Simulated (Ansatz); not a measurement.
# 4-layer 1T-SnS2 (AA) in a perpendicular field, part 3 of 3

Wanted: the out-of-plane response of the 4-layer 1T-SnS2 (AA). A positive field points along +c.

Ansatz 0.2.0; plane-wave DFT, PBEsol-D3(BJ), Ansatz PAW (the session's first sound run).

So far. Step 8 (Atoms held, field 0.3 V/Å): The dipole is 0.370 e·Å, and the gap 0.931 eV.

## 9. Response, atoms held

This step: plane-wave DFT, PBEsol-D3(BJ), Ansatz PAW; response to a field along the normal, atoms held (Ansatz 0.2.0).

The dipoles give the slope, and the difference of two potentials shows where the field is screened.

This step gave:

- equivalent conductor thickness p/(ε₀AE): 19.60 Å
- distance between the outer atoms: 19.69 Å

The dipole of the cell by applied field:

| applied field (V/Å) | dipole of the cell (e·Å) |
| --- | --- |
| -0.050 | -0.0616 |
| 0.000 | -4.2e-7 |
| 0.050 | 0.0616 |
| 0.100 | 0.123 |
| 0.200 | 0.246 |
| 0.300 | 0.370 |

Local field over the applied field, running mean. From the potentials at -0.05 and 0.05 V/Å; running mean over 2.5 Å. The local field over applied field by z:

| z (Å) | local field over applied field |
| --- | --- |
| 5 | 0.998 |
| 6 | 0.976 |
| 7 | 0.837 |
| 8 | 0.510 |
| 9 | 0.187 |
| 10 | 0.0689 |
| 11 | 0.0645 |
| 12 | 0.118 |
| 13 | 0.191 |
| 14 | 0.163 |
| 15 | 0.0821 |
| 16 | 0.0486 |
| 17 | 0.0767 |
| 18 | 0.156 |
| 19 | 0.197 |
| 20 | 0.128 |
| 21 | 0.0632 |
| 22 | 0.0542 |
| 23 | 0.103 |
| 24 | 0.185 |
| 25 | 0.175 |
| 26 | 0.0953 |
| 27 | 0.0565 |
| 28 | 0.0873 |
| 29 | 0.270 |
| 30 | 0.622 |
| 31 | 0.903 |
| 32 | 0.988 |
| 33 | 0.999 |

The induced electron density oscillates, so the rows of the table below give means over windows of 2.8 Å about each position, cut where the curve ends. Its maxima inside the range that stand out by 2 % of the span (Å: e/Å³ per V/Å): 8.1: 0.00360, 11.0: 9.6e-4, 13.8: 0.00141, 16.6: 8.4e-4, 19.4: 0.00145, 22.2: 8.4e-4, 25.0: 0.00142, 27.8: 8.8e-4. Its minima: 9.9: -8.8e-4, 12.7: -0.00142, 15.5: -8.4e-4, 18.3: -0.00145, 21.1: -8.4e-4, 23.8: -0.00141, 26.6: -9.6e-4, 29.6: -0.00360.

Electrons, planar mean, per unit field. Table of induced electron density by z; means over each step:

z (Å), induced electron density (e/Å³ per V/Å) and a bar from the least value:
```
     5.52    0.00013 ##############
     8.32    0.00180 ##############################
    11.12   -0.00028 ##########
    13.92    0.00028 ################
    16.72   -0.00030 ##########
    19.52    0.00029 ################
    22.32   -0.00030 ##########
    25.12    0.00028 ################
    27.92   -0.00051 ########
    30.72   -0.00138
```

The smaller of the gaps on the path and on the k-mesh, counted as 0 under 0.03 eV. Gap against applied field:

| applied field (V/Å) | gap (eV) |
| --- | --- |
| -0.050 | 1.19 |
| 0.000 | 1.21 |
| 0.050 | 1.19 |
| 0.100 | 1.16 |
| 0.200 | 1.06 |
| 0.300 | 0.931 |

By hand: between -0.05 and 0.05 V/Å the dipole changes by 0.1232 e·Å, a slope of 1.232 e·Å²/V. A perfect conductor of thickness t has p = ε₀AEt, so t = 180.95 × 1.232 / 11.374 = 19.60 Å (e/ε₀ = 180.95 V·Å, A in Å²).

The induced dipole is that of a conductor 19.60 Å thick.

## 10. With spin-orbit coupling, k-mesh 12×12×1

This step: plane-wave DFT, PBE, fully relativistic PAW with spin-orbit coupling (Ansatz 0.2.0).

Heavy atoms split their bands by spin-orbit coupling, so this run uses fully relativistic files and two-component states.

input.yaml

```yaml
crystal:
  lattice:
    - [3.6241024595, 0.0, 0.0]
    - [-1.8120512297, 3.1385647958, 0.0]
    - [0.0, 0.0, 37.6880243986]
  atoms:
    - { symbol: S, position: [0.6666666667, 0.3333333333, 0.2388026474] }
    - { symbol: Sn, position: [0.0, 0.0, 0.2780118141] }
    - { symbol: S, position: [0.3333333333, 0.6666666667, 0.3171915584] }
    - { symbol: S, position: [0.6666666667, 0.3333333333, 0.3868085451] }
    - { symbol: Sn, position: [0.0, 0.0, 0.4259432977] }
    - { symbol: S, position: [0.3333333333, 0.6666666667, 0.4650742699] }
    - { symbol: S, position: [0.6666666667, 0.3333333333, 0.5349257301] }
    - { symbol: Sn, position: [0.0, 0.0, 0.5740567023] }
    - { symbol: S, position: [0.3333333333, 0.6666666667, 0.6131914549] }
    - { symbol: S, position: [0.6666666667, 0.3333333333, 0.6828084416] }
    - { symbol: Sn, position: [0.0, 0.0, 0.7219881859] }
    - { symbol: S, position: [0.3333333333, 0.6666666667, 0.7611973526] }
kpoints:
  mp_grid: { grid: [12, 12, 1] }
  band_path:
    path: [[0, 0, 0], [0.5, 0, 0], [0.33333333, 0.33333333, 0], [0, 0, 0]]
    npoints: 16
hamiltonian:
  xc: pbe
  pseudopotentials: { kind: paw_fr }
magnetization:
  noncollinear: true
  spin_orbit: true
scf:
  occupations: { method: fermi_dirac, width: 0.02585 }
  convergence: { dr2_threshold: 1.0e-09 }
efield:
  axis: 3
  dipole_correction: true
  ramp_position: 0.97
  ramp_width: 0.06
  amplitude: 0
output:
  write_potential: true
  write_density: true
  volumetric_format: npy
```

Launch:

```console
> ansatz run input.yaml --threads 4 --pin off --max-ram 12288MiB --backend cpu --events-out ev --progress --plain --runs-dir out
```

Numbers of over 12 decimals in the logs are rounded to 6 here.

What it wrote:

```text
[...]
non-collinear run that drives no moment, with spin-orbit: no starting moment large enough to seed its density (crystal.atoms[].spin), no starting occupations that ask for one, no magnetisation constraint and no magnetic field, so the semilocal B_xc is pinned to zero
Crystal: 12 atoms, lattice volume = 428.682 Å³
Basis set: ecut = 420 eV, 8273 PW (Γ)
Bands: 128, of which v1, the nominal top of the filled ones, is band 104 counted from 1 (103 counted from 0)
Symmetry: 6 space group operations + 6 with time reversal
k-points: 19 of 144 (time reversal used)
Projection manifold: j_resolved (fully-relativistic pseudo-atomic orbitals)
[...]
SCF iter   1: F=—  HF=-31327.934245 eV  |F-HF|=—  |Δ(HF+E_count)|=         —  Δρ=3.39e-2  dr2=6.92e0  dr2_m=0.00e0 (ungated)  ethr=3.10e-3  |M|=0.00e0 ∫|m|=0.00e0 μB  |m|>n=0.0e0 m-floor=0.0e0 τ_xc=0.0e0  β_m=0.30  p=0.000 e·Å  D=1.59e-14 V/Å  ΔV_dip=-0.00 eV  dr2_dipole=8.58e-7  V_vac-E_F(+/−)=6.35/6.35 eV  ⟨swp⟩=7.9  Hψ=12516  notcnv=0  defer=103
[...]
spin=Noncollinear: Resta preconditioning applied to the charge; magnetization (m_x, m_y, m_z) channels mix plain (no charge-response kernel on spin).
SCF iter   2: F=—  HF=-31326.424046 eV  |F-HF|=—  |Δ(HF+E_count)|=    1.51e0  Δρ=2.14e-2  dr2=2.05e0  dr2_m=0.00e0 (ungated)  ethr=3.10e-3  |M|=0.00e0 ∫|m|=0.00e0 μB  |m|>n=0.0e0 m-floor=0.0e0 τ_xc=0.0e0  β_m=0.47  p=0.000 e·Å  D=1.09e-4 V/Å  ΔV_dip=-0.00 eV  dr2_dipole=1.10e-6  V_vac-E_F(+/−)=6.21/6.22 eV  ⟨swp⟩=2.8  Hψ=3984  notcnv=0  defer=304
[...]
SCF iter  14: F=-31325.976770 eV  HF=-31325.976770 eV  |F-HF|=1.38e-10  |Δ(HF+E_count)|=  7.31e-10  Δρ=2.86e-7  dr2=4.42e-10  dr2_m=0.00e0 (ungated)  ethr=1.00e-12  |M|=0.00e0 ∫|m|=0.00e0 μB  |m|>n=0.0e0 m-floor=0.0e0 τ_xc=0.0e0  p=-0.000 e·Å  D=-4.29e-7 V/Å  ΔV_dip=0.00 eV  dr2_dipole=2.30e-11  V_vac-E_F(+/−)=5.77/5.77 eV  ⟨swp⟩=14.1  Hψ=11487  notcnv=0
SCF 1 converged in 14 iterations: F = -31325.976770 eV  dr2 = 4.42e-10
[...]
SCF converged after 14 iterations
Magnetization: |M| = 0.0000 μB,  M = (+0.0000, +0.0000, +0.0000) μB
Absolute magnetization: 0.0000 μB (∫|m|)
  site 0: m = (+0.0000, +0.0000, +0.0000) μB, |m| = 0.0000 μB  (R = 1.06 Å)
  site 1: m = (+0.0000, +0.0000, +0.0000) μB, |m| = 0.0000 μB  (R = 1.06 Å)
  site 2: m = (+0.0000, +0.0000, +0.0000) μB, |m| = 0.0000 μB  (R = 1.06 Å)
  site 3: m = (+0.0000, +0.0000, +0.0000) μB, |m| = 0.0000 μB  (R = 1.06 Å)
  site 4: m = (+0.0000, +0.0000, +0.0000) μB, |m| = 0.0000 μB  (R = 1.06 Å)
  site 5: m = (+0.0000, +0.0000, +0.0000) μB, |m| = 0.0000 μB  (R = 1.06 Å)
  site 6: m = (+0.0000, +0.0000, +0.0000) μB, |m| = 0.0000 μB  (R = 1.06 Å)
  site 7: m = (+0.0000, +0.0000, +0.0000) μB, |m| = 0.0000 μB  (R = 1.06 Å)
  site 8: m = (+0.0000, +0.0000, +0.0000) μB, |m| = 0.0000 μB  (R = 1.06 Å)
  site 9: m = (+0.0000, +0.0000, +0.0000) μB, |m| = 0.0000 μB  (R = 1.06 Å)
  site 10: m = (+0.0000, +0.0000, +0.0000) μB, |m| = 0.0000 μB  (R = 1.06 Å)
  site 11: m = (+0.0000, +0.0000, +0.0000) μB, |m| = 0.0000 μB  (R = 1.06 Å)
Free energy (F): -31325.976770 eV
[...]
Internal energy: -31325.976770 eV  (E = F + TS)
E sigma→0 (E₀):  -31325.976770 eV
Fermi energy:    2.539773 eV
Dipole field:    D = 0.000004 V/Å  (p = 0.000009 e·Å, saw-weighted, corrected)
Work function:   Φ+ = 5.7651 eV   Φ− = 5.7653 eV
[...]
--- Band table (eV; the first three rows and the last of 19) ---
  k-point 0: bands = [... 100 lower, 1.5643, 1.5643, 1.7343, 1.7343, 3.8545, 3.8545, 4.2228, 4.2228, ... 20 higher]
  k-point 1: bands = [... 100 lower, 1.6213, 1.6213, 1.8260, 1.8260, 4.2941, 4.2941, 4.5080, 4.5080, ... 20 higher]
  k-point 2: bands = [... 100 lower, 1.6679, 1.6679, 1.8304, 1.8304, 4.4031, 4.4031, 4.5634, 4.5634, ... 20 higher]
  k-point 18: bands = [... 100 lower, 1.4421, 1.4421, 1.4571, 1.4571, 3.6318, 3.6318, 4.0103, 4.0103, ... 20 higher]
```

Wall time 7.5 min (4 threads of Arm Neoverse V1, shared host); peak memory 4.7 GiB.

Numbers from this step:

```
gap on the k-mesh                  : 1.309 eV
dipole along the normal            : 9.42e-6 e·Å
gap along the path                 : 1.302 eV
smallest direct gap along the path : 1.690 eV
ionisation energy, upper face      : 6.424 eV
electron affinity, upper face      : 5.121 eV
gap, the smaller of path and mesh  : 1.302 eV
```

The electronic bands at the labelled points (eV, zero at the Fermi level of the run, which the smearing sets inside the gap):

| point | band 101 | band 102 | band 103 | band 104 | band 105 | band 106 | band 107 | band 108 |
| --- | --- | --- | --- | --- | --- | --- | --- | --- |
| Γ | -0.98 | -0.98 | -0.81 | -0.81 | 1.31 | 1.31 | 1.68 | 1.68 |
| halfway | -0.91 | -0.91 | -0.84 | -0.84 | 1.32 | 1.32 | 1.58 | 1.58 |
| M | -1.18 | -1.18 | -1.05 | -1.05 | 0.65 | 0.65 | 0.74 | 0.74 |
| halfway | -1.19 | -1.19 | -1.10 | -1.10 | 1.28 | 1.28 | 1.41 | 1.41 |
| K | -1.10 | -1.10 | -1.08 | -1.08 | 1.09 | 1.09 | 1.47 | 1.47 |
| halfway | -0.88 | -0.88 | -0.87 | -0.87 | 1.96 | 1.96 | 1.97 | 1.97 |
| Γ | -0.98 | -0.98 | -0.81 | -0.81 | 1.31 | 1.31 | 1.68 | 1.68 |

The gap is 1.30 eV, with the valence edge 6.42 eV and the conduction edge 5.12 eV under the upper vacuum level.

## 11. With spin-orbit coupling, k-mesh 12×12×1, field 0.3 V/Å

The same in a field along the normal.

input.yaml: that of step 10 with these lines changed.

```diff
@@ -20,5 +20,3 @@
   mp_grid: { grid: [12, 12, 1] }
-  band_path:
-    path: [[0, 0, 0], [0.5, 0, 0], [0.33333333, 0.33333333, 0], [0, 0, 0]]
-    npoints: 16
+  band_path: { path: [[0, 0, 0], [0.12, 0, 0]], npoints: 24 }
 hamiltonian:
@@ -37,3 +35,3 @@
   ramp_width: 0.06
-  amplitude: 0
+  amplitude: 0.3
 output:
```

What it wrote:

```text
[...]
Crystal: 12 atoms, lattice volume = 428.682 Å³
Basis set: ecut = 420 eV, 8273 PW (Γ)
Bands: 128, of which v1, the nominal top of the filled ones, is band 104 counted from 1 (103 counted from 0)
Symmetry: 6 space group operations + 6 with time reversal
k-points: 19 of 144 (time reversal used)
[...]
k-point 0: bands = [... 100 lower, 1.7817, 1.7817, 1.8214, 1.8214, 3.7507, 3.7507, 4.2408, 4.2408, ... 20 higher]
  k-point 1: bands = [... 100 lower, 1.8557, 1.8611, 1.8872, 1.8887, 4.1412, 4.1459, 4.5134, 4.5137, ... 20 higher]
  k-point 2: bands = [... 100 lower, 1.8678, 1.8752, 1.9069, 1.9112, 4.2553, 4.2558, 4.5248, 4.5254, ... 20 higher]
  k-point 18: bands = [... 100 lower, 1.4981, 1.5120, 1.5550, 1.5691, 3.5522, 3.5523, 4.0068, 4.0070, ... 20 higher]
[key lines of the parts left out:]
SCF converged after 15 iterations
Magnetization: |M| = 0.0000 μB,  M = (+0.0000, +0.0000, +0.0000) μB
Free energy (F): -31326.031899 eV
Fermi energy:    2.475717 eV
Dipole field:    D = 0.155168 V/Å  (p = 0.367599 e·Å, saw-weighted, corrected)
```

It took 5.9 min on 4 threads; peak memory 4.7 GiB; 23 min of CPU time.

This step gave:

```
gap on the k-mesh                  : 0.9971 eV
dipole along the normal            : 0.3676 e·Å
gap along the path                 : 1.836 eV
smallest direct gap along the path : 1.929 eV
gap, the smaller of path and mesh  : 0.9971 eV
```

The dipole is 0.368 e·Å, and the gap 0.997 eV.

## 12. The same run with other settings

This step: plane-wave DFT, PBEsol-D3(BJ), Ansatz PAW (Ansatz 0.2.0).

A run with a changed input: it repeats the earlier run at 0.05 V/Å with efield.dipole_correction from true to false.

input.yaml, the sections that differ from step 11:

```yaml
kpoints:
  mp_grid: { grid: [18, 18, 1] }
  band_path:
    path: [[0, 0, 0], [0.5, 0, 0], [0.33333333, 0.33333333, 0], [0, 0, 0]]
    npoints: 16
hamiltonian:
  xc: pbesol
  dispersion: d3bj
scf:
  occupations: { method: fermi_dirac, width: 0.02585 }
  convergence: { dr2_threshold: 1.0e-10 }
efield:
  axis: 3
  dipole_correction: false
  ramp_position: 0.97
  ramp_width: 0.06
  amplitude: 0.05
# crystal, output: as in step 11
# magnetization: removed
```

What it wrote:

```text
[...]
Crystal: 12 atoms, lattice volume = 428.682 Å³
Basis set: ecut = 420 eV, 8273 PW (Γ)
Bands: 64, of which v1, the nominal top of the filled ones, is band 52 counted from 1 (51 counted from 0)
Symmetry: 6 space group operations
k-points: 37 of 324 (time reversal used)
[...]
SCF iter   1: F=—  HF=-30886.520458 eV  |F-HF|=—  |Δ(HF+E_count)|=         —  Δρ=4.10e-3  dr2=1.89e-1  ethr=1.77e-3  p=0.000 e·Å  V_vac-E_F(+/−)=6.66/4.92 eV  ⟨swp⟩=11.6  Hψ=13215  notcnv=0  defer=30
[...]
SCF iter  15: F=-30886.471820 eV  HF=-30886.471820 eV  |F-HF|=4.37e-11  |Δ(HF+E_count)|=  6.55e-11  Δρ=7.58e-8  dr2=2.56e-11  ethr=1.00e-12  p=0.128 e·Å  V_vac-E_F(+/−)=6.58/5.00 eV  ⟨swp⟩=14.0  Hψ=8834  notcnv=0
SCF 1 converged in 15 iterations: F = -30886.471820 eV  dr2 = 2.56e-11
[...]
SCF converged after 15 iterations
Free energy (F): -30886.471820 eV
[...]
Internal energy: -30886.471820 eV  (E = F + TS)
E sigma→0 (E₀):  -30886.471820 eV
Fermi energy:    2.440315 eV
Dipole field:    D = 0.054170 V/Å  (p = 0.128332 e·Å, saw-weighted)
Work function:   not extracted (applied field tilts the vacuum); planar V_es + V_field profile in the machine report
[...]
--- Band table (eV; the first three rows and the last of 37) ---
  k-point 0: bands = [... 48 lower, 1.4486, 1.5634, 1.5634, 1.6878, 3.7016, 4.1031, 4.5573, 4.9081, ... 8 higher]
  k-point 1: bands = [... 48 lower, 1.4227, 1.4894, 1.6067, 1.7512, 3.9346, 4.2609, 4.6221, 4.8887, ... 8 higher]
  k-point 2: bands = [... 48 lower, 1.4402, 1.5388, 1.6611, 1.8070, 4.3541, 4.5089, 4.6495, 4.8024, ... 8 higher]
  k-point 36: bands = [... 48 lower, 1.0175, 1.0288, 1.4029, 1.4232, 3.4927, 3.8934, 4.3853, 4.7977, ... 8 higher]
```

Wall time 69 s (4 threads); peak memory 1.5 GiB.

| quantity | this run | earlier run | difference |
| --- | --- | --- | --- |
| dipole along the normal (e·Å) | 0.1283 | 0.06159 | 0.067 |
| gap along the path (eV) | 1.156 | 1.195 | -0.039 |
| smallest direct gap along the path (eV) | 1.535 | 1.583 | -0.048 |
| gap on the k-mesh (eV) | 1.165 | 1.206 | -0.041 |

With the dipole correction off, the periodic images add a field of their own to the typed one.

What moves beyond 0.01 in its unit (for the dipole 0.5 % and 5e-5 e·Å): dipole along the normal (+0.0667 e·Å), smallest direct gap along the path (-0.0483 eV), gap on the k-mesh (-0.0413 eV) and gap along the path (-0.0387 eV).

These numbers are not those of the isolated slab.

## 13. What came out

```
gap without field                          : 1.21 eV
ionisation energy, upper face              : 6.42 eV
electron affinity, upper face              : 5.21 eV
equivalent conductor thickness, atoms held : 19.6 Å
```

**Reading.** The induced dipole equals that of a perfect conductor 19.60 Å thick, while the outer atoms lie 19.69 Å apart; an out-of-plane ε follows only once a thickness t is chosen, by 1 − 1/ε = 19.60 Å / t. The gap goes from 1.21 eV to 0.93 eV at 0.3 V/Å. Semilocal functionals give gaps that are too small, and excitons are not included. Atoms moved by up to 1.7 Å in the relaxation, so the end structure is to be read from its coordinates and not from the name. The field series itself is without spin-orbit coupling. With this functional, D3(BJ) tends to leave the relaxed cell short of measured lattice constants, by some per cent.

[Logs are printed without paths, hosts, clocks, repeated set-up lines and the standing remarks that a program may print on its own settings, such as how far it seeks lower states.]

[Hosts, paths, dates, database ids (printed as entryN), source tags and the programs' standing remarks are cut or masked in the printed files.]

[Maps of the electrostatic potential energy from Ansatz leave out the sawtooth potential of an applied field or a dipole correction, so their vacuum need not be flat; planar profiles and work functions include it.]
